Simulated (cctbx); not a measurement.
**Diagnosing a refinement**

Cell a = 6.4190 Å, b = 6.0330 Å, c = 7.1170 Å, α = 90.00°, β = 90.00°, γ = 90.00°; space group Pnma (no. 62). The compound is TbAl2Co.

Simulated single-crystal data (cctbx): synchrotron X-rays, λ = 0.7749 Å, to d = 0.84 Å, 80 % of the full sphere, strongest reflection 5000 counts, noise from counting, a 1.5 % proportional error and a noise floor of 15 counts (s.d.); no absorption.

An anisotropic refinement with weights 1/σ² prints:

```text
Rint 0.039, 271 unique reflections to 0.84 A
cycle     R1     wR2    GooF  max shift (A)
   1  0.1876  0.3328  12.712   0.01798
   2  0.1876  0.3254  12.429   0.00009
final R1 0.1876 wR2 0.3254 GooF 12.429  parameters 12  data/parameter 22.6
atom        x        y        z      Ueq    occ   su(xyz)  su(Uiso or U11)
Tb1    0.49060  0.75000  0.17292   0.0010  1.000  0.00091  0.0023  NPD
Co1    0.32320  0.75000  0.67737   0.0029  1.000  0.00245  0.0066  NPD
difference map: max 36.09 min -6.71 rms 2.90
Q1    0.1408  0.5769  0.9664    8   38.57  2.49 A from Co1
Q2    0.0255  0.2500  0.6953    4   11.51  0.19 A from Tb1
Q3    0.2156  0.2500  0.1636    4    8.24  0.27 A from Co1
Q4    0.1129  0.7500  0.8962    4    5.02  1.93 A from Co1
Q5    0.1315  0.7500  0.5528    4    4.64  1.52 A from Co1
Q6    0.1304  0.2500  0.3434    4    4.46  1.22 A from Co1
```

**Question.** Can this result stand? If not, what is the likely fault?

Mend it. The fault: an atom left out, Al at (0.8606, 0.0756, 0.0360). Against the right model at the same level, R1 goes from 0.0133 to 0.1876 and GooF from 0.93 to 12.43, the top difference peak, 38.6 e/Å³, lies 2.49 Å from Co1 and Tb1 and Co1 go non-positive-definite. Q1 is the missing atom. With scattering power missing, scale and phases suffer, so peaks may also grow on the heavy atoms.

The compound is TbAl2Co. The right model at the same level gives:

```text
Rint 0.039, 271 unique reflections to 0.84 A
cycle     R1     wR2    GooF  max shift (A)
   1  0.0146  0.0255   0.992   0.00035
   2  0.0133  0.0240   0.933   0.00000
final R1 0.0133 wR2 0.0240 GooF 0.933  parameters 21  data/parameter 12.9
atom        x        y        z      Ueq    occ   su(xyz)  su(Uiso or U11)
Tb1    0.48980  0.75000  0.17359   0.0041  1.000  0.00006  0.0002
Co1    0.32070  0.75000  0.67839   0.0040  1.000  0.00016  0.0005
Al1    0.86068  0.07592  0.03577   0.0060  1.000  0.00028  0.0007
difference map: max 2.01 min -1.35 rms 0.39
Q1    0.0834  0.7500  0.2795    4    2.17  0.69 A from Tb1
Q2    0.0684  0.7500  0.5500    4    1.62  1.67 A from Tb1
Q3    0.1290  0.2500  0.0530    4    1.38  0.95 A from Co1
Q4    0.0648  0.5880  0.4212    8    1.37  1.28 A from Tb1
Q5    0.2128  0.7500  0.4368    4    1.37  1.63 A from Tb1
Q6    0.0491  0.2500  0.9078    4    1.31  1.69 A from Tb1
```

The model was made for the exercise: a known structure type with other elements put in, its volume estimated, not relaxed; displacement parameters are assumed.

[Middle refinement cycles are left out of these outputs.]

[Logs are printed without paths, hosts, clocks, repeated set-up lines and the standing remarks that a program may print on its own settings, such as how far it seeks lower states.]
